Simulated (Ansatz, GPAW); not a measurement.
# How BaCoS3 (model structure) absorbs and reflects light, part 3 of 3

Aim: the dielectric function of BaCoS3 (model structure), and the optical constants that follow from it. The cell was made here by substitution or stacking, whether or not such a phase is known. It was built so: All O replaced by S and Sr replaced by Ba in the Pm-3m structure of SrCoO3. The cell is first relaxed with Ansatz.

GPAW 26.7.0; DFT, RPBE, plane-wave PAW (GPAW data sets), scalar-relativistic, RPA, optical limit.

So far. Step 3 (Ground state): There are states at the Fermi level within the smearing, so the occupations stay smeared and the carriers get a Drude term.

## 5. Dielectric function, RPA

Local fields let the induced charge screen the field inside the cell, which as a rule lowers ε, most along directions where the density is uneven.

This step: DFT, RPBE, plane-wave PAW (GPAW data sets), scalar-relativistic, RPA, optical limit (GPAW 26.7.0).

df.py reads:

```python
from gpaw.response.df import DielectricFunction

df = DielectricFunction('full.gpw', frequencies={'type': 'nonlinear', 'domega0': 0.03, 'omega2': 8},
                        ecut=30,
                        eta=0.15,
                        nbands=55,
                        rate=0.03,
                        txt='df.txt')
for direction in ['x']:
    df.get_dielectric_function(xc='RPA', direction=direction, filename=f'df_{direction}.csv')
```

On the command line:

```console
$ OMP_NUM_THREADS=1 python df.py
```

The log of the run:

```text
Using integrator: PointIntegrator
NonLinearFrequencyDescriptor(from 0.000 to 49.845 eV, 465 points)
Nonperiodic BCs:  [False False False]
Using integrator: PointIntegrator
NonLinearFrequencyDescriptor(from 0.000 to 49.845 eV, 465 points)
Nonperiodic BCs:  [False False False]
Using integrator: PointIntegrator

Calculating chi0 body with:
    Ground state adapter containing:
    Number of spins: 2
    Number of kpoints: 512
    Number of irreducible kpoints: 35
    Number of completely occupied states: 13
    Number of partially occupied states: 21

    Linear response parametrization:
    q_c: [0.0, 0.0, 0.0]
    Number of frequency points: 465
    Planewave cutoff: 30.0
    Number of bands: 55
    Number of planewaves: 33
    Broadening (eta): 0.15

Integrating chi0 body.

Symmetries of q_c:
    Direct symmetries (Uq -> q): 48
    Indirect symmetries (TUq -> q): 0
In total 48 allowed symmetries.

35 groups of equivalent kpoints. 93.1640625% reduction.

Integral kind: spectral function

Calculating chi0 optical extensions with:
    Ground state adapter containing:
    Number of spins: 2
    Number of kpoints: 512
    Number of irreducible kpoints: 35
    Number of completely occupied states: 13
    Number of partially occupied states: 21

    Linear response parametrization:
    Number of frequency points: 465
    Planewave cutoff: 30.0
    Number of bands: 55
    Number of planewaves: 33
    Broadening (eta): 0.15
Integrating chi0 head and wings.

Symmetries of q_c:
    Direct symmetries (Uq -> q): 48
    Indirect symmetries (TUq -> q): 0
In total 48 allowed symmetries.

35 groups of equivalent kpoints. 93.1640625% reduction.

Integral kind: spectral function wings

Calculating drude chi0 with:
    Number of frequency points:465
    Plasma frequency decay rate: 0.03 eV

    Ground state adapter containing:
    Number of spins: 2
    Number of kpoints: 512
    Number of irreducible kpoints: 35
    Number of completely occupied states: 13
    Number of partially occupied states: 21

Symmetries of q_c:
    Direct symmetries (Uq -> q): 48
    Indirect symmetries (TUq -> q): 0
In total 48 allowed symmetries.

35 groups of equivalent kpoints. 93.1640625% reduction.

Integral kind: intraband
Plasma frequency:
[[3.62+0.j 0.  -0.j 0.  +0.j]
 [0.  -0.j 3.62+0.j 0.  +0.j]
 [0.  +0.j 0.  +0.j 3.62+0.j]]
```

Elapsed: 53 s, on 1 thread of Arm Neoverse V1, shared host; peak memory 0.34 GiB.

Sum at mesh points, not converged in k. The Im ε, E ∥ x by photon energy; read off at these points:

photon energy (eV), Im ε, E ∥ x and a bar:
```
     0.50         55 ##############################
     1.00         17 #########
     1.50          8 ####
     2.00          6 ###
     2.50          4 #
     3.00          2 #
     3.50          2 
     4.00          2 
     4.50          3 #
     5.00          4 ##
     5.50          5 ##
     6.00          4 ##
     6.50          4 ##
     7.00          4 ##
     7.50          3 #
     8.00          3 #
     8.50          4 #
     8.70          4 #
     9.00          3 #
     9.50          3 #
    10.00          3 #
    10.50          3 #
    11.00          2 #
    11.50          2 #
    12.00          2 
    12.50          1 
    13.00          1 
    13.50          1 
    14.00          1 
    14.50          1 
    15.00          1 
    15.50          1 
    16.00          1 
    16.23          1 
    16.50          1 
    17.00          1 
    17.50          1
```

Values under 1 per cm are given as 1; sum at mesh points, not converged in k. Absorption coefficient, E ∥ x against photon energy:

photon energy (eV), log10 absorption coefficient, E ∥ x (1/cm) and a bar from the least value:
```
    0.492        5.6 ##########
    1.010        5.7 #############
    1.486        5.7 #############
    1.985        5.7 ############
    2.508        5.7 ###########
    3.018        5.5 ######
    3.510        5.4 
    3.980        5.4 
    4.516        5.5 #####
    4.981        5.6 ###########
    5.515        5.9 ####################
    6.021        5.9 #####################
    6.494        5.9 ######################
    6.985        5.9 #######################
    7.496        5.9 #######################
    8.026        5.9 ######################
    8.516        6.0 #########################
    9.023        6.0 ###########################
    9.483        6.1 ############################
   10.026        6.1 ##############################
   10.519        6.1 ##############################
   11.029        6.1 #############################
   11.479        6.1 #############################
   12.023        6.1 ##############################
   12.504        6.1 ############################
   13.000        6.0 ##########################
   13.512        6.0 ########################
   14.040        6.0 ########################
   14.493        6.0 #########################
   14.960        6.0 ##########################
   15.536        6.0 ##########################
   16.031        6.1 ############################
   16.541        6.1 ##############################
   16.959        6.1 ##############################
   17.496        6.1 #############################
```

Sum at mesh points, not converged in k. The loss function −Im 1/ε at q → 0, E ∥ x by energy loss; read off at these points:

```
energy loss (eV)  loss function −Im 1/ε at q → 0, E ∥ x
            0.50                                0.00917
            1.00                                 0.0242
            1.50                                 0.0600
            2.00                                  0.122
            2.50                                  0.203
            3.00                                  0.442
            3.14                                  0.509
            3.50                                  0.304
            4.00                                  0.180
            4.50                                  0.131
            5.00                                  0.125
            5.50                                  0.152
            6.00                                  0.204
            6.50                                  0.239
            7.00                                  0.244
            7.50                                  0.280
            8.00                                  0.259
            8.50                                  0.250
            9.00                                  0.285
            9.50                                  0.289
           10.00                                  0.326
           10.50                                  0.376
           11.00                                  0.437
           11.50                                  0.458
           12.00                                  0.503
           12.50                                  0.673
           13.00                                  0.813
           13.50                                  0.862
           14.00                                  0.748
           14.50                                  0.694
           15.00                                  0.669
           15.50                                  0.670
           16.00                                  0.615
           16.50                                  0.673
           17.00                                  0.747
           17.50                                  0.810
```

Sum at mesh points, not converged in k. The reflectivity at normal incidence, E ∥ x by photon energy; read off at these points:

```
photon energy (eV)  reflectivity at normal incidence, E ∥ x (%)
              0.50                                         84.1
              1.00                                         77.5
              1.50                                         66.2
              2.00                                         51.6
              2.50                                         44.7
              3.00                                         23.3
              3.50                                         9.95
              4.00                                         11.2
              4.50                                         15.4
              5.00                                         20.1
              5.50                                         25.1
              5.56                                         25.2
              6.00                                         23.9
              6.50                                         22.9
              7.00                                         22.4
              7.50                                         20.3
              8.00                                         18.0
              8.50                                         20.6
              9.00                                         22.5
              9.50                                         23.0
             10.00                                         25.9
             10.50                                         24.8
             11.00                                         24.2
             11.50                                         22.0
             12.00                                         24.4
             12.34                                         24.8
             12.50                                         23.3
             13.00                                         18.0
             13.50                                         13.5
             14.00                                         10.3
             14.50                                         10.3
             15.00                                         10.4
             15.50                                         10.2
             16.00                                         11.0
             16.50                                         13.6
             17.00                                         14.4
             17.07                                         14.5
             17.50                                         13.3
```

Sum at mesh points, not converged in k. Im ε, E ∥ x against photon energy; read off at these points:

```
photon energy (eV)  without local fields  with local fields
              0.50                  54.6               54.8
              1.00                  16.5               16.8
              1.50                  7.76               8.14
              2.00                  5.48               5.77
              2.50                  3.43               3.52
              3.00                  2.34               2.24
              3.50                  2.04               1.92
              4.00                  2.27               2.02
              4.50                  3.15               2.65
              5.00                  4.74               3.91
              5.50                  6.44               5.26
              6.00                  5.20               4.46
              6.50                  4.38               3.94
              7.00                  4.27               3.84
              7.50                  3.80               3.33
              8.00                  3.96               3.23
              8.50                  4.57               3.60
              8.77                  4.76               3.69
              9.00                  4.50               3.43
              9.50                  4.61               3.41
             10.00                  3.93               3.06
             10.50                  3.44               2.64
             11.00                  2.91               2.26
             11.50                  2.73               2.18
             12.00                  2.07               1.93
             12.50                  1.59               1.43
             13.00                  1.49               1.23
             13.50                  1.42               1.13
             14.00                  1.44               1.18
             14.50                  1.19               1.26
             15.00                  1.14               1.31
             15.50                  1.28               1.29
             16.00                  1.55               1.44
             16.50                  2.25               1.43
             16.64                  2.34               1.40
             17.00                  2.26               1.31
             17.50                  2.25               1.19
```

At chosen wavelengths:

```
wavelength (nm)     n      k  R (%)    1/α
           1550  2.41  5.891   79.2  21 nm
           1064  1.53  4.082   73.4  21 nm
            800  1.27  3.018   64.4  21 nm
            633  1.25  2.348   52.7  21 nm
            405  1.02  1.023   20.4  32 nm
            365  1.35  0.694   10.1  42 nm
            308  1.75  0.582   11.4  42 nm
```

In reflection the computed colour is yellow: x = 0.342, y = 0.370, luminous reflectivity 49 %.

## 6. Outcome

At this level (RPBE, RPA) BaCoS3 is a metal. The mesh is too coarse to trust the carriers' weight, the reflectivity or the colour to better than tens of per cent. In reflection the computed colour is yellow: x = 0.342, y = 0.370, luminous reflectivity 49 %. The carriers' damping of 0.03 eV is typed, not computed; it shapes the response at the lowest energies. Spin-orbit coupling is left out although heavy atoms are present. The magnetic state comes from one start and need not be the lowest. The curves end at 18 eV, about where the summed bands run out. In this version of GPAW the matrix elements of the optical limit are incomplete, which can lower ε − 1 by up to a tenth where first-row anions or d states rule, and shift it by more in d metals. GPAW's carrier term has the form −ωp²/(ω + i·rate)², which damps like twice the rate and fails at low energy, so the curves leave the lowest energies out. The sum runs over mesh points 0.17 Å⁻¹ apart with no interpolation, so peaks are partly noise of the mesh, and the Drude plasma energy, a sum over the Fermi surface, isn't converged.

[Machine, clock and banner lines and Python warnings are left out of the logs.]

[Logs are printed without paths, hosts, clocks, repeated set-up lines and the standing remarks that a program may print on its own settings, such as how far it seeks lower states.]

[Hosts, paths, dates, database ids (printed as entryN), source tags and the programs' standing remarks are cut or masked in the printed files.]
